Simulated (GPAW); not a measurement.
The Be K edge of atom 2 in BePd (Pm-3m), with 8 Pd at 2.44 Å and 6 Be at 2.81 Å (cube and octahedron, as in bcc, site symmetry m-3m), was computed in 3 ways: excited-electron core hole (neutral cell), half core hole and no core hole. Program and functional: GPAW, LDA, Gaussian full width 0.9 eV up to 4 eV, rising linearly to 3.5 eV at 25 eV; cells of 2 and 24 atoms (the run without a hole in the smaller).

Each run is counted from its own lowest empty level or Fermi level and scaled to a mean of 1 over its first 20 eV.

```
E (eV)  run 1  run 2  run 3
  -2.0   0.00   0.00   0.00
  -1.0   0.00   0.01   0.01
   0.0   0.38   0.59   0.59
   1.0   0.75   0.34   0.97
   2.0   0.85   0.85   1.18
   3.0   0.62   0.17   0.98
   4.0   0.58   0.50   1.15
   5.0   1.44   0.68   3.48
   6.0   2.84   1.80   2.58
   7.0   2.58   1.95   1.52
   8.0   1.95   3.05   1.04
   9.0   1.15   1.93   0.57
  10.0   0.48   0.89   0.28
  11.0   0.37   0.62   0.31
  12.0   0.45   0.45   0.43
  13.0   0.54   0.56   0.54
  14.0   0.66   0.77   0.67
  15.0   0.83   0.91   0.81
  16.0   0.89   0.99   0.82
  17.0   0.87   0.94   0.78
  18.0   0.81   0.93   0.69
  19.0   0.69   0.86   0.59
  20.0   0.62   0.72   0.56
  21.0   0.61   0.68   0.57
  22.0   0.62   0.70   0.58
  23.0   0.62   0.66   0.59
  24.0   0.63   0.62   0.61
  25.0   0.66   0.66   0.65
  26.0   0.74   0.78   0.73
  27.0   0.84   0.92   0.79
  28.0   0.89   1.00   0.78
  29.0   0.83   0.95   0.67
  30.0   0.70   0.81   0.54
  31.0   0.58   0.70   0.47
  32.0   0.55   0.68   0.47
```

Q: Which run is which?

Run 1: half core hole (area from −2 to 6 eV 6.0, main maxima 0.8 eV (0.77), 2.1 eV (0.86), 6.2 eV (2.88) and 16.0 eV (0.89)). Run 2: no core hole (area from −2 to 6 eV 3.9, main maxima 0.3 eV (0.73), 2.1 eV (0.87), 6.3 eV (2.03), 8.0 eV (3.05) and 16.0 eV (0.99)). Run 3: excited-electron core hole (neutral cell) (area from −2 to 6 eV 9.7, main maxima 1.9 eV (1.20), 5.3 eV (3.78) and 15.6 eV (0.83)). With each curve scaled to its own mean, the area from −2 to 6 eV with the hole is 9.7 against 3.9, and the centre of weight from −1 to 20 eV moves by -1.8 eV: the hole pulls the absorber's empty states down.

[Banner, clock and machine lines of the logs are left out without a mark of their own.]

[Logs are printed without paths, hosts, clocks, repeated set-up lines and the standing remarks that a program may print on its own settings, such as how far it seeks lower states.]

[Hosts, paths, dates, database ids (printed as entryN), source tags and the programs' standing remarks are cut or masked in the printed files.]

[Lists of maxima count a maximum above −3 eV only where it reaches 4 % of the highest in the window and stands out from its surroundings by 2 % of it (1.5 % where it reaches 55 %); shoulders and weaker maxima are passed over, and of the rest the first, up to two pre-edge ones and the few strongest are named.]
